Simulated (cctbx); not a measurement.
## Which space group?

Cell: a = 7.3610 Å, b = 26.5960 Å, c = 8.0330 Å, α = 90.00°, β = 90.00°, γ = 90.00°. Expected content of the cell: I24 Zn8 Ca4.

Simulated single-crystal data (cctbx): Cu Kα, λ = 1.54184 Å, to d = 0.83 Å, 50 % of the full sphere, strongest reflection 40000 counts, noise from counting, a 1.5 % proportional error and a noise floor of 2 counts (s.d.); no absorption, some extinction.

A first pass over the reflections prints:

```text
5777 reflections to d = 0.830 A
centring   violations  <I/sigma> of those
    A       1778 of  2914     10.9
    B       1705 of  2825     10.6
    C       1665 of  2923      9.7
    I       1693 of  2836     10.5
    R       2334 of  3837     10.9
    F       2574 of  4331     10.4
Laue class    unique    Rint  (classes that these axes allow; Friedel mates merged)
P -1             4329   0.014
P 1 2/m 1        2755   0.016
P 1 1 2/m        2835   0.016
P 2/m 1 1        2854   0.017
P m m m          1684   0.019
space group    extra absences  I>4sigma  <I/sigma>
P 2 2 2                 0          0         -  acentric
P 2 2 21                2          0      -0.2  acentric
P 21 2 2                4          0      -0.1  acentric
P 2 21 2               20          0       0.1  acentric
P 21 21 2              24          0       0.1  acentric
P 2 21 21              22          0       0.1  acentric
P 21 2 21               6          0      -0.1  acentric
P 21 21 21             26          0       0.0  acentric
P m m 2                 0          0         -  acentric
P 2 m m                 0          0         -  acentric
P m 2 m                 0          0         -  acentric
P m c 21               73          0      -0.1  acentric
P b 21 m              263          0       0.1  acentric
P b m 2               263          0       0.1  acentric
P 2 c m                73          0      -0.1  acentric
P b c 21              336          0       0.1  acentric
P b 2 n               481          0       0.1  acentric
P 21 m n              238          0       0.1  acentric
P m 21 n              238          0       0.1  acentric
P 21 c n              311          0       0.0  acentric
P m m m                 0          0         -  centric
P b m m               263          0       0.1  centric
P m c m                73          0      -0.1  centric
P b m n               481          0       0.1  centric
P b c m               336          0       0.1  centric
P m m n :1            238          0       0.1  centric
P m m n :2            238          0       0.1  centric
P b c n               554          0       0.1  centric
P m c n               311          0       0.0  centric
Wilson B = 0.83 A^2   <|E^2-1|> = 1.360 (0.968 centric, 0.736 acentric)   E^2>4: 6.3 %
shell (A)         n   <I/sigma>
26.61 - 1.66    246     17.4
 1.66 - 1.32    212     18.1
 1.32 - 1.15    213     18.4
 1.15 - 1.05    199     19.5
 1.05 - 0.97    215     17.5
 0.97 - 0.91    196     17.4
 0.91 - 0.87    209     17.8
 0.87 - 0.83    194     17.1
```

**Question.** What are the lattice type, the Laue class and the likely space group?

Every centring test has many violations, so the lattice is primitive.

Rint stays low (0.014 to 0.019) up to P m m m, the highest class in these axes.

29 settings pass the absence test. The most absences obeyed, 554, belong to P b c n alone.

⟨|E²−1|⟩ = 1.360 is above even the centric ideal, a mark of pseudo-translation (a class of systematically weak reflections). The Wilson B of 0.83 Å² means U ≈ 0.0105 Å².

The true group is Pbcn (no. 60), Laue class mmm, centrosymmetric. The tables fix it.

This is a model crystal, built by substitution and not relaxed, with assumed displacement parameters.

[Logs are printed without paths, hosts, clocks, repeated set-up lines and the standing remarks that a program may print on its own settings, such as how far it seeks lower states.]
